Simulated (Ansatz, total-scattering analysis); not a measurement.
# water and methanol: what Qmax and the window do to G(r)

One neutron S(Q) of water and methanol at 310 K, fixed volume (mean pressure 0.2 GPa), simulated by ab initio molecular dynamics with Ansatz (revPBE-D3(BJ), plane waves, PAW default files, Langevin thermostat, no spin, fixed volume, H with the mass of D), is transformed to G(r) = (2/π)∫Q[S − 1]M(Q) sin(Qr) dQ with several cuts, with and without the Lorch function M = sin(πQ/Qmax)/(πQ/Qmax). It is a liquid as far as so short a run tells. First peaks of the pair functions: O–H 0.98 Å, C–H 1.10 Å, C–O 1.44 Å, H–H 1.56 Å.

| r (Å) | Qmax 8 | Qmax 20 | Qmax 12 |
| --- | --- | --- | --- |
| 0.80 | 0.57 | -1.42 | -0.06 |
| 0.92 | 1.56 | 2.04 | 2.45 |
| 1.04 | 1.89 | 4.90 | 3.15 |
| 1.16 | 1.33 | 0.70 | 1.31 |
| 1.28 | 0.21 | -2.22 | -1.03 |
| 1.40 | -0.84 | -0.56 | -1.66 |
| 1.52 | -1.26 | -0.51 | -0.72 |
| 1.64 | -0.97 | -0.58 | 0.10 |
| 1.76 | -0.33 | 0.13 | -0.05 |
| 1.88 | 0.11 | -0.47 | -0.52 |
| 2.00 | 0.03 | -0.51 | -0.58 |
| 2.12 | -0.47 | -0.35 | -0.45 |
| 2.24 | -1.02 | -0.95 | -0.64 |
| 2.36 | -1.24 | -0.95 | -1.02 |
| 2.48 | -1.07 | -0.81 | -1.07 |
| 2.60 | -0.71 | -0.89 | -0.76 |
| 2.72 | -0.46 | -0.69 | -0.54 |
| 2.84 | -0.45 | -0.53 | -0.62 |
| 2.96 | -0.58 | -0.59 | -0.71 |
| 3.08 | -0.60 | -0.56 | -0.49 |
| 3.20 | -0.37 | -0.17 | -0.10 |
| 3.32 | 0.05 | 0.22 | 0.18 |
| 3.44 | 0.44 | 0.31 | 0.29 |
| 3.56 | 0.60 | 0.38 | 0.35 |
| 3.68 | 0.51 | 0.37 | 0.42 |
| 3.80 | 0.34 | 0.40 | 0.44 |
| 3.92 | 0.28 | 0.53 | 0.45 |
| 4.04 | 0.41 | 0.53 | 0.53 |
| 4.16 | 0.64 | 0.60 | 0.64 |
| 4.28 | 0.77 | 0.65 | 0.64 |
| 4.40 | 0.70 | 0.51 | 0.51 |
| 4.52 | 0.45 | 0.42 | 0.39 |
| 4.64 | 0.20 | 0.35 | 0.35 |
| 4.76 | 0.09 | 0.28 | 0.31 |
| 4.88 | 0.13 | 0.18 | 0.18 |
| 5.00 | 0.20 | 0.05 | 0.04 |
| 5.12 | 0.16 | 0.01 | -0.02 |

One more transform gave, r in Å and G: 0.80 0.46, 0.92 1.26, 1.04 1.48, 1.16 0.93, 1.28 0.03, 1.40 -0.61, 1.52 -0.71, 1.64 -0.48, 1.76 -0.30, 1.88 -0.31, 2.00 -0.46, 2.12 -0.62, 2.24 -0.74, 2.36 -0.82, 2.48 -0.84, 2.60 -0.80, 2.72 -0.71, 2.84 -0.62, 2.96 -0.52, 3.08 -0.37, 3.20 -0.16, 3.32 0.07, 3.44 0.24, 3.56 0.34, 3.68 0.39, 3.80 0.44, 3.92 0.49, 4.04 0.54, 4.16 0.57, 4.28 0.56, 4.40 0.51.

**Question.** Which cut and window is it, among Qmax = 8, 12, 20 and 30 Å⁻¹?

| transform | first maximum (Å) | G (Å⁻²) | width at half height over the −4πρ₀r line (Å) | ripple below it (Å⁻²) |
| --- | --- | --- | --- | --- |
| Qmax 8 | 1.02 | 1.92 | 0.50 | - |
| Qmax 20 | 1.02 | 5.06 | 0.22 | - |
| Qmax 12 | 1.02 | 3.27 | 0.32 | - |
| Qmax 12, Lorch | 1.02 | 1.51 | 0.52 | - |

A bare cut folds each peak with a function of width 3.8/Qmax and leaves ripples of period 2π/Qmax; the Lorch function folds with 5.4/Qmax and quenches the ripples. These are rough widths of the folding function; the peak's own width and neighbouring peaks enter the table too. The unknown is Qmax 12, Lorch: ripple period 0.52 Å, resolution width 0.45 Å.
